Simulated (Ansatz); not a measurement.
**NaF (Villiaumite, Fm-3m): thermal expansion from first principles**

How much does NaF (Villiaumite) expand with temperature?

Measurements to reproduce:
- volume expansion coefficient 95.1 1e-6/K and heat capacity C_P per formula unit 46.9 J/mol/K near room temperature (given in “High-Throughput Prediction of Finite-Temperature Properties using the Quasi-Harmonic Approximation”, 2016, arXiv:1603.06924)
- volume expansion coefficient 102.6 1e-6/K near room temperature (given in “Descriptors for thermal expansion in solids”, 2017, arXiv:1701.03966)

Main program and level: Ansatz 0.2.0; DFT PBEsol, scalar-relativistic, plane waves, PAW.

## (1) The starting structure

The structure is cubic, space group Fm-3m (No. 225). Conventional cell: a = 4.640 Å, b = 4.640 Å, c = 4.640 Å, α = 90.00°, β = 90.00°, γ = 90.00°. Nearest to Na lie 6 F at 2.32 Å. F has 6 Na at 2.32 Å nearest. Farther neighbours and most contacts between anions are not listed.

## (2) A first coarse run

A cheap single point shows whether the cell is a metal or an insulator and how far it is from rest; that sets the k-mesh and the occupations of what follows.

input.yaml

```yaml
crystal:
  lattice:
    - [0.0, 2.32, 2.32]
    - [2.32, 0.0, 2.32]
    - [2.32, 2.32, 0.0]
  atoms:
    - { symbol: Na, position: [0.0, 0.0, 0.0] }
    - { symbol: F, position: [0.5, 0.5, 0.5] }
kpoints:
  mp_grid: { grid: [6, 6, 6] }
hamiltonian:
  xc: pbesol
scf:
  occupations: { method: gaussian, width: 0.1 }
output:
  forces: true
  stress: true
  eigenvalues: true
```

Command:

```console
$ ansatz run input.yaml --threads 4 --pin off --max-ram 8192MiB --backend cpu --events-out ev --progress --plain --runs-dir out
```

Numbers of over 12 decimals in the logs are rounded to 6 here.

Log:

```text
Engine: ansatz 0.2.0, aarch64-unknown-linux-gnu
Pseudopotentials: kind: paw
Pseudopotential: Na, paw, valence charge 9, recommended cutoff 420 eV (normal), Na.paw.azcp
Pseudopotential: F, paw, valence charge 7, recommended cutoff 420 eV (normal), F.paw.azcp
Functional definition: PBEsol
  exchange = pbesol_x
  correlation = pbesol_c
Crystal: 2 atoms, lattice volume = 24.974 Å³
Basis set: ecut = 420 eV, 531 PW (Γ), exchange–correlation on 48×48×48 points (8 copies of the dense FFT grid, shifted against one another)
Bands: 12, of which v1, the nominal top of the filled ones, is band 8 counted from 1 (7 counted from 0)
Symmetry: 48 space group operations
Space group: Fm-3m (ITA 225), of the structure as read, at distance tolerance 2.9e-5 Å
k-points: 16 of 216
Non-local potential: Na, projectors of the file, l = 0: 3, l = 1: 2, l = 2: 1
Non-local potential: F, projectors of the file, l = 0: 2, l = 1: 2, l = 2: 1
PAW form: soft (Blöchl's): semilocal exchange-correlation on the pseudo side does not see the compensation charge
PAW frozen core: Na, regenerated for the run's functional, and the local potential with it (the file was generated under x = pbe(κ = 0.804, μ = 0.219515), c = pbe(β = 0.066725))
PAW frozen core: F, regenerated for the run's functional, and the local potential with it (the file was generated under x = pbe(κ = 0.804, μ = 0.219515), c = pbe(β = 0.066725))
PAW one-centre angular grid: Na, 110 points (default); XC on 64 Gauss nodes
PAW one-centre angular grid: F, 110 points (default); XC on 64 Gauss nodes
Initial density: superposition of atomic densities (neutral atoms: chi_scale 0, normalization atom), corrected by the library's trained network
Initial wavefunctions: pseudopotential atomic-orbital guess
Functional: x = pbesol(κ = 0.804, μ = 0.123457), c = pbesol(β = 0.046)
SCF iter   1: F=—  HF=-2278.929441 eV  |F-HF|=—  |Δ(HF+E_count)|=         —  Δρ=1.16e-2  dr2=2.03e-2  ethr=1.77e-3  ⟨swp⟩=5.0  Hψ=1041  notcnv=0
preconditioner: auto → none  [insulator: Δε(μ)=6.003 eV  Ē_g=26.064 eV  σ=0.100 eV  W_gap=1.00  n_scr=8 (ndim 8)  ℏωp=27.8 eV  f_vac=0.108  D(μ)=0.00/eV (n_scr^D=0)  ε∞_Penn≈2.1]
SCF iter   2: F=—  HF=-2278.923249 eV  |F-HF|=—  |Δ(HF+E_count)|=   6.19e-3  Δρ=5.09e-3  dr2=3.60e-3  ethr=1.27e-4  ⟨swp⟩=2.0  Hψ=430  notcnv=0
SCF iter   3: F=—  HF=-2278.922148 eV  |F-HF|=—  |Δ(HF+E_count)|=   1.10e-3  Δρ=4.67e-4  dr2=3.42e-5  ethr=2.25e-5  ⟨swp⟩=2.0  Hψ=240  notcnv=0
SCF iter   4: F=—  HF=-2278.922166 eV  |F-HF|=—  |Δ(HF+E_count)|=   1.86e-5  Δρ=1.05e-4  dr2=6.29e-7  ethr=2.14e-7  ⟨swp⟩=2.0  Hψ=320  notcnv=0
SCF iter   5: F=—  HF=-2278.922170 eV  |F-HF|=—  |Δ(HF+E_count)|=   3.02e-6  Δρ=4.77e-5  dr2=3.81e-7  ethr=3.93e-9  ⟨swp⟩=2.0  Hψ=303  notcnv=0
SCF iter   6: F=-2278.922169 eV  HF=-2278.922169 eV  |F-HF|=3.85e-9  |Δ(HF+E_count)|=   8.55e-8  Δρ=6.31e-6  dr2=6.44e-9  ethr=6.25e-10  ⟨swp⟩=3.0  Hψ=664  notcnv=0
SCF 1 converged in 6 iterations: F = -2278.922169 eV  dr2 = 6.44e-9
  greatest PAW one-centre occupation: 0.999 electrons in one spin orbital (limit 2), on the Na atom at site 0 (counted from 0), in its partial waves of l = 0
SCF converged after 6 iterations
Free energy (F): -2278.922169 eV
Harris-Foulkes:  -2278.922169 eV  (|F-HF|=3.85e-9)
Internal energy: -2278.922169 eV  (E = F + TS)
E sigma→0 (E₀):  -2278.922169 eV
Fermi energy:    3.980171 eV
--- Per-component energies (eV) ---
  E_band       = -233.585058
  E_kinetic    = 328.395921
  E_local      = -1693.662175  (includes V_loc(G=0)·N_el)
  E_nonlocal   = 189.809952
  E_hartree    = 599.426501
  E_xc         = -118.070136
  E_vxc        = -152.421677  (∫ρ·V_xc dr)
  E_paw        = -447.010448  (= ΣΔE_a)
  E_vpaw       = -104.564953  (= ΣTr[D̂ρ^β])
  E_aug_tail   = 0.001981  (compensation charges beyond the density's cutoff)
  E_ewald      = -1137.910901
  E_core_change = 0.097136  (= ΣΔE_core)
  E_smearing   = -0.000000  (= −TS)
  E_closure    = -0.000000  (closes the sum)
  Σ components = -2278.922169   (vs F -2278.922169, Δ=0.00e0)
--- Forces (eV/Å), atoms counted from 1 ---
  atom   1  Na    -0.00000000    -0.00000000     0.00000000
  atom   2  F      0.00000000    -0.00000000     0.00000000
  max |Σ_I F_I| component: 1.42e-29 eV/Å
--- Stress (GPa, compression-positive) ---
       -0.338209      -0.000000       0.000000
        0.000000      -0.338209       0.000000
       -0.000000      -0.000000      -0.338209
  P = ⅓ Tr σ = -0.3382 GPa (-3.382 kbar)
--- Band table (eV; the first three rows and the last of 16) ---
  k-point 0: bands = [... 4 lower, -17.8846, 0.8984, 0.8984, 0.8984, 7.0601, 19.7041, 19.7041, 19.7041]
  k-point 1: bands = [... 4 lower, -17.5750, 0.4075, 0.8338, 0.8338, 7.9882, 17.1931, 20.1061, 20.1061]
  k-point 2: bands = [... 4 lower, -17.2533, -0.3726, 0.7066, 0.7066, 9.9622, 14.6948, 20.7377, 20.7377]
  k-point 15: bands = [... 4 lower, -17.4995, -0.1956, 0.2434, 0.3652, 13.8819, 13.9465, 15.3895, 18.4807]
```

The job ended after 0.48 s (4 threads of Arm Neoverse N1, shared host; peak memory 0.25 GiB; 1.1 s of CPU time).

In the SCF lines HF is the Harris–Foulkes energy and dr2 the Hartree energy of the density residual, in eV; the loop may stop once dr2 is under the threshold and the program's other checks hold. Hψ counts applications of the Hamiltonian.

A gap read on the k-mesh alone can miss the band edges.

This step gave:

- pressure: -0.3382 GPa
- gap on the k-mesh: 6.162 eV
- volume per atom: 12.49 Å³

The start is under -0.34 GPa at this level and looks like an insulator or semiconductor on this mesh.

## (3) Relaxation

Phonons are second derivatives about a minimum, so cell and atoms are relaxed first, inside the symmetry of the start.

input.yaml, the sections that differ from step 2:

```yaml
kpoints:
  mp_grid: { grid: [8, 8, 8] }
scf:
  occupations: { method: gaussian, width: 0.02 }
output:
  forces: true
  stress: true
  eigenvalues: true
  write_density: true
  write_potential: true
  elf: true
  volumetric_format: npy
relax:
  adjacent_minimum: "off"
  f_tol: 0.005
  max_steps: 80
  cell: { stress_tol: 0.05 }
# crystal, hamiltonian: as in step 2
```

Log:

```text
[...]
Crystal: 2 atoms, lattice volume = 24.974 Å³
Basis set: ecut = 420 eV, 531 PW (Γ), exchange–correlation on 48×48×48 points (8 copies of the dense FFT grid, shifted against one another)
Bands: 12, of which v1, the nominal top of the filled ones, is band 8 counted from 1 (7 counted from 0)
Symmetry: 48 space group operations
[...]
k-points: 29 of 512
[...]
SCF iter   1: F=—  HF=-2278.929262 eV  |F-HF|=—  |Δ(HF+E_count)|=         —  Δρ=1.15e-2  dr2=2.02e-2  ethr=1.77e-3  ⟨swp⟩=5.9  Hψ=1940  notcnv=0
[...]
SCF iter   6: F=-2278.921976 eV  HF=-2278.921976 eV  |F-HF|=5.31e-9  |Δ(HF+E_count)|=   8.30e-8  Δρ=6.99e-6  dr2=8.23e-9  ethr=6.25e-10  ⟨swp⟩=5.0  Hψ=1865  notcnv=0
SCF 1 converged in 6 iterations: F = -2278.921976 eV  dr2 = 8.23e-9
[...]
relax step   1: F+E_penalty+E_count = -2278.92197618 eV  Δ(F+E_penalty+E_count) = +0.000e0 eV  max|allowed force component| = 1.826e-29 eV/Å  Δτ_max = 0.0000 Å  P = -0.340 GPa  Ω = 24.974 Å³  (6 SCF iters, dr2 threshold 1.00e-7 eV, accepted)
Crystal: 2 atoms, lattice volume = 24.913 Å³
[...]
iter 1 solved again at ethr=7.63e-8 eV; its pass at ethr=3.10e-3 eV (dr2=1.22e-5 eV) is discarded
[...]
SCF iter   4: F=-2278.922280 eV  HF=-2278.922280 eV  |F-HF|=4.67e-9  |Δ(HF+E_count)|=   7.87e-8  Δρ=1.61e-5  dr2=3.38e-8  ethr=1.25e-9  ⟨swp⟩=7.9  Hψ=2219  notcnv=0
SCF 2 converged in 4 iterations: F = -2278.922280 eV  dr2 = 3.38e-8
relax step   2: F+E_penalty+E_count = -2278.92227978 eV  Δ(F+E_penalty+E_count) = -3.036e-4 eV  max|allowed force component| = 5.908e-30 eV/Å  Δτ_max = 0.0000 Å  P = -0.208 GPa  Ω = 24.913 Å³  energy of the carried Pulay correction = +1.983e-4 eV  (4 SCF iters, dr2 threshold 2.00e-7 eV, accepted)
Crystal: 2 atoms, lattice volume = 24.816 Å³
[...]
SCF iter   4: F=-2278.922653 eV  HF=-2278.922653 eV  |F-HF|=1.27e-8  |Δ(HF+E_count)|=   1.58e-7  Δρ=2.77e-5  dr2=1.06e-7  ethr=6.77e-10  ⟨swp⟩=5.9  Hψ=1819  notcnv=0
SCF 3 converged in 4 iterations: F = -2278.922653 eV  dr2 = 1.06e-7
relax step   3: F+E_penalty+E_count = -2278.92265322 eV  Δ(F+E_penalty+E_count) = -3.734e-4 eV  max|allowed force component| = 7.116e-30 eV/Å  Δτ_max = 0.0000 Å  P = +0.002 GPa  Ω = 24.816 Å³  energy of the carried Pulay correction = +5.099e-4 eV  (4 SCF iters, dr2 threshold 1.08e-7 eV, accepted)
[...]
SCF iter   1: F=—  HF=-2278.922367 eV  |F-HF|=—  |Δ(HF+E_count)|=         —  Δρ=2.75e-5  dr2=8.75e-8  ethr=4.07e-7  ⟨swp⟩=2.7  Hψ=2815  notcnv=0
eigensolver tolerance schedule: the retry pair's looser diagonalisation over-reported the residual by 743.22 of it (diagonalisation noise at 0.11 of the residual, at the tolerance the schedule requests for it); recorded, not acted on — ethr = c·dr2/N_el stays at c = 1.0e-1
[...]
SCF iter   2: F=—  HF=-2278.922375 eV  |F-HF|=—  |Δ(HF+E_count)|=   8.37e-6  Δρ=1.48e-5  dr2=2.52e-8  ethr=5.47e-10  ⟨swp⟩=2.0  Hψ=580  notcnv=0
[...]
SCF iter   6: F=-2278.922375 eV  HF=-2278.922375 eV  |F-HF|=1.46e-11  |Δ(HF+E_count)|=  2.23e-11  Δρ=3.79e-7  dr2=1.84e-11  ethr=1.00e-12  ⟨swp⟩=3.7  Hψ=1475  notcnv=0
SCF 4 converged in 6 iterations: F = -2278.922375 eV  dr2 = 1.84e-11
relax step   4: F+E_penalty+E_count = -2278.92237499 eV  Δ(F+E_penalty+E_count) = +2.782e-4 eV  max|allowed force component| = 1.267e-29 eV/Å  Δτ_max = 0.0000 Å  P = -0.036 GPa  Ω = 24.816 Å³  stress off target by 3.60e-2 GPa  SCF on the basis re-selected at this cell (its energy is not comparable with the rows above)  (6 SCF iters)
basis re-selected at this cell: Δ(F+E_penalty+E_count) = +2.782e-4 eV, ΔP = -0.038 GPa vs the last step (what re-selecting the basis moved, of the pressure what is left beyond the Pulay correction that the steps carried, after the strain that the cell walked since its last selection, with what the two solves' SCF thresholds leave and, on support functions, any second-order correction that the steps lacked; it is no m [...]
SCF converged after 6 iterations
Free energy (F): -2278.922375 eV
[...]
Internal energy: -2278.922375 eV  (E = F + TS)
E sigma→0 (E₀):  -2278.922375 eV
Fermi energy:    4.042256 eV
[...]
--- Stress (GPa, compression-positive) ---
       -0.036043      -0.000000      -0.000000
       -0.000000      -0.036043      -0.000000
       -0.000000      -0.000000      -0.036043
  P = ⅓ Tr σ = -0.0360 GPa (-0.360 kbar)
--- Band table (eV; the first three rows and the last of 29) ---
  k-point 0: bands = [... 4 lower, -17.8193, 0.9449, 0.9449, 0.9449, 7.1396, 19.7947, 19.7947, 19.7947]
  k-point 1: bands = [... 4 lower, -17.6106, 0.6434, 0.9065, 0.9065, 7.6894, 18.0231, 20.0355, 20.0355]
  k-point 2: bands = [... 4 lower, -17.3360, 0.0320, 0.8148, 0.8148, 9.0091, 15.9338, 20.5707, 20.5707]
  k-point 28: bands = [... 4 lower, -17.3737, 0.0550, 0.0550, 0.3650, 14.0004, 14.0004, 16.1243, 17.7526]
--- Relaxed structure (3 steps of the walk, 3 accepted, 1 SCFs on fresh bases) ---
  F+E_penalty+E_count = -2278.92237499 eV   max|allowed force component| = 1.267e-29 eV/Å   (the final SCF, on the basis selected at the relaxed cell)
  cell:  # Å, volume = 24.8165 Å³
    - [0, 2.315101, 2.315101]
    - [2.315101, 0, 2.315101]
    - [2.315101, 2.315101, 0]
  atoms:
    - { symbol: Na, position: [0, 0, 0] }
    - { symbol: F, position: [0.5, 0.5, 0.5] }
```

Elapsed: 2.1 s, on 4 threads; peak memory 0.28 GiB.

The steps of the relaxation:

```csv
step,energy less that of the first step (eV),largest force component (eV/Å),pressure (GPa),volume (Å³)
1,0.0000,0.0000,-0.34,24.97
2,-0.0003,0.0000,-0.21,24.91
3,-0.0007,0.0000,0.00,24.82
4*,-0.0004,0.0000,-0.04,24.82
```

Relaxation steps marked * repeat the geometry before them on a plane-wave basis chosen anew for their cell, so energy and pressure can jump there.

Forces are held to the 48 operations that the run works with; a distortion that breaks them can't arise in this run.

```csv
"conventional cell, symmetrised",before,after,change
a (Å),4.640,4.630,-0.2 %
b (Å),4.640,4.630,-0.2 %
c (Å),4.640,4.630,-0.2 %
volume (Å³/atom),12.49,12.41,-0.6 %
```

Final coordinates:

```xyz
2
Lattice="0.0000 2.3151 2.3151 2.3151 0.0000 2.3151 2.3151 2.3151 0.0000" Properties=species:S:1:pos:R:3 pbc="T T T"
Na    0.0000    0.0000    0.0000
F     2.3151    2.3151    2.3151
```

This step gave:

```
pressure          : -0.03604 GPa
gap on the k-mesh : 6.195 eV
volume per atom   : 12.41 Å³
```

Electrostatic potential energy in the ac plane of the conventional cell at fractional y = 0.000, with atoms of Na and F within 0.2 Å of it. With pseudopotentials it is smooth inside the atoms' cores, unlike the true potential.

Ten even steps from '_' (-61 eV) to '@' (8 eV), each cell a mean:
```
__--%%@@@@##----==@@@@@@**..
++##@@@@@@@@##**%%@@@@@@%%**
@@@@@@@@@@@@@@@@@@@@@@@@@@@@
@@@@@@@@@@@@@@@@@@@@@@@@@@@@
%%@@@@@@@@@@%%%%%%@@@@@@@@@@
==**@@@@@@##--::++%%@@@@%%==
--==%%@@@@++____::%%@@@@**--
--==@@@@@@**..__--%%@@@@##--
**%%@@@@@@%%**++##@@@@@@@@##
@@@@@@@@@@@@@@@@@@@@@@@@@@@@
@@@@@@@@@@@@@@@@@@@@@@@@@@@@
%%%%@@@@@@@@@@%%@@@@@@@@@@%%
::++%%@@@@%%====**@@@@@@##--
__::%%@@@@**----==%%@@@@++__
```
Columns run along a (4.6 Å; values clipped at the 3rd and 97th percentile), rows up along c (4.6 Å), edges of the conventional cell, whose origin can differ from the input's. Atoms in or near the plane, at fractional coordinates: Na at (0.00, 0.00), Na at (0.50, 0.50), F at (0.50, 0.00), F at (0.00, 0.50).

Valence density in the ac plane of the conventional cell at fractional y = 0.000, with atoms of Na and F within 0.2 Å of it. It is the smooth field of the valence electrons, not physical close to the nuclei.

Ten even steps from '0' (0 e/Å³) to '9' (18 e/Å³), each cell a mean:
```
73000135200015
10000011000001
00000000000000
00000000000000
00000000000000
21000034100002
62000179400015
52000157300013
10000011000001
00000000000000
00000000000000
00000000000000
41000022100003
94000156200017
```
Columns run along a (4.6 Å), rows up along c (4.6 Å), edges of the conventional cell, whose origin can differ from the input's. Atoms in or near the plane, at fractional coordinates: Na at (0.00, 0.00), Na at (0.50, 0.50), F at (0.50, 0.00), F at (0.00, 0.50).

ELF in the ac plane of the conventional cell at fractional y = 0.000, with atoms of Na and F within 0.2 Å of it. It is the smooth field of the valence electrons, not physical close to the nuclei.

Ten even steps from '_' (0.01) to '@' (0.80), each cell a mean:
```
++##--__**@@@@%%@@@@::..****
**++..__++%%@@@@@@##::__--**
..______::++****++--______..
--::..__________________::::
@@%%++..__..--==::____--##@@
@@@@%%::__++##**##::__++@@@@
**@@@@--..**++--**==__**@@%%
%%@@@@::..****++##--__**@@@@
@@@@##::__--****++..__++%%@@
**++--______....______::++**
__________::::--::..________
==::____--##@@@@%%++..__..--
**##::__++@@@@@@@@%%::__++##
--**==__**@@%%**@@@@--..**++
```
Columns run along a (4.6 Å), rows up along c (4.6 Å), edges of the conventional cell, whose origin can differ from the input's. Atoms in or near the plane, at fractional coordinates: Na at (0.00, 0.00), Na at (0.50, 0.50), F at (0.50, 0.00), F at (0.00, 0.50).

## (4) Tight relaxation

The relaxation is repeated with tighter thresholds on force and stress, since phonons are sensitive to what is left; a change of mesh or smearing in the input moves the cell too.

input.yaml

```yaml
crystal:
  lattice:
    - [0.0, 2.3151008976, 2.3151008976]
    - [2.3151008976, 0.0, 2.3151008976]
    - [2.3151008976, 2.3151008976, 0.0]
  atoms:
    - { symbol: Na, position: [0.0, 0.0, 0.0] }
    - { symbol: F, position: [0.5, 0.5, 0.5] }
kpoints:
  mp_grid: { grid: [8, 8, 8] }
hamiltonian:
  xc: pbesol
scf:
  occupations: { method: fixed }
output:
  forces: true
  stress: true
  eigenvalues: true
relax:
  adjacent_minimum: "off"
  f_tol: 0.001
  max_steps: 60
  cell: { stress_tol: 0.01 }
```

Log:

```text
[...]
Crystal: 2 atoms, lattice volume = 24.816 Å³
Basis set: ecut = 420 eV, 531 PW (Γ), exchange–correlation on 48×48×48 points (8 copies of the dense FFT grid, shifted against one another)
Bands: 12, of which v1, the nominal top of the filled ones, is band 8 counted from 1 (7 counted from 0)
Symmetry: 48 space group operations
[...]
k-points: 29 of 512
[...]
k-point 28: bands = [... 4 lower, -17.3675, 0.0591, 0.0591, 0.3693, 14.0096, 14.0096, 16.1365, 17.7651]
--- Relaxed structure (3 steps of the walk, 3 accepted, 1 SCFs on fresh bases) ---
[...]
cell:  # Å, volume = 24.8001 Å³
    - [0, 2.314591, 2.314591]
    - [2.314591, 0, 2.314591]
    - [2.314591, 2.314591, 0]
  atoms:
    - { symbol: Na, position: [0, 0, 0] }
    - { symbol: F, position: [0.5, 0.5, 0.5] }
[key lines of the parts left out:]
SCF converged after 8 iterations
Free energy (F): -2278.922428 eV
Fermi energy:    0.949743 eV
P = ⅓ Tr σ = -0.0036 GPa (-0.036 kbar)
```

Run time: 1.9 s. Hardware: 4 threads; peak memory 0.27 GiB.

Little changed from the start: no atom moved by 0.005 Å and no cell edge by 0.1 %.

This step gave:

```yaml
pressure: -0.003591 GPa
gap_on_the_k_mesh: 6.198 eV
volume_per_atom: 12.40 Å³
```

The residual pressure is -0.0036 GPa, small enough for phonons.

## (5) Relaxing at another setting

The functional, the potentials or the cutoff change, so the crystal is relaxed again at the new setting.

input.yaml, the sections that differ from step 4:

```yaml
crystal:
  lattice:
    - [0.0, 2.3145907609, 2.3145907609]
    - [2.3145907609, 0.0, 2.3145907609]
    - [2.3145907609, 2.3145907609, 0.0]
  atoms:
    - { symbol: Na, position: [0.0, 0.0, 0.0] }
    - { symbol: F, position: [0.5, 0.5, 0.5] }
basis:
  ecutwfc: 550.0
# kpoints, hamiltonian, scf, output, relax: as in step 4
```

Log:

```text
[...]
Crystal: 2 atoms, lattice volume = 24.800 Å³
Basis set: ecut = 550 eV, 725 PW (Γ), exchange–correlation on 54×54×54 points (8 copies of the dense FFT grid, shifted against one another)
Bands: 12, of which v1, the nominal top of the filled ones, is band 8 counted from 1 (7 counted from 0)
Symmetry: 48 space group operations
[...]
k-points: 29 of 512
[...]
k-point 28: bands = [... 4 lower, -17.3669, 0.0599, 0.0599, 0.3702, 14.0102, 14.0102, 16.1358, 17.7640]
--- Relaxed structure (1 steps of the walk, 1 accepted, 1 SCFs on fresh bases) ---
[...]
cell:  # Å, volume = 24.8001 Å³
    - [0.0, 2.3145907609, 2.3145907609]
    - [2.3145907609, 0.0, 2.3145907609]
    - [2.3145907609, 2.3145907609, 0.0]
  atoms:
    - { symbol: Na, position: [0.0, 0.0, 0.0] }
    - { symbol: F, position: [0.5, 0.5, 0.5] }
[key lines of the parts left out:]
SCF converged after 5 iterations
Free energy (F): -2278.927689 eV
Fermi energy:    0.951372 eV
P = ⅓ Tr σ = -0.0065 GPa (-0.065 kbar)
```

It took 1.3 s on 4 threads; peak memory 0.28 GiB; 3.7 s of CPU time.

Little changed from the start: no atom moved by 0.005 Å and no cell edge by 0.1 %.

This step gave:

| Item | Value |
| --- | --- |
| pressure | -0.006516 GPa |
| gap on the k-mesh | 6.197 eV |

The residual pressure is -0.0065 GPa, small enough for phonons.

[end of part 1 of 3]

[Logs are printed without paths, hosts, clocks, repeated set-up lines and the standing remarks that a program may print on its own settings, such as how far it seeks lower states.]

[Hosts, paths, dates, database ids (printed as entryN), source tags and the programs' standing remarks are cut or masked in the printed files.]

[A step with changed settings may run another functional than the one named; its input shows which.]
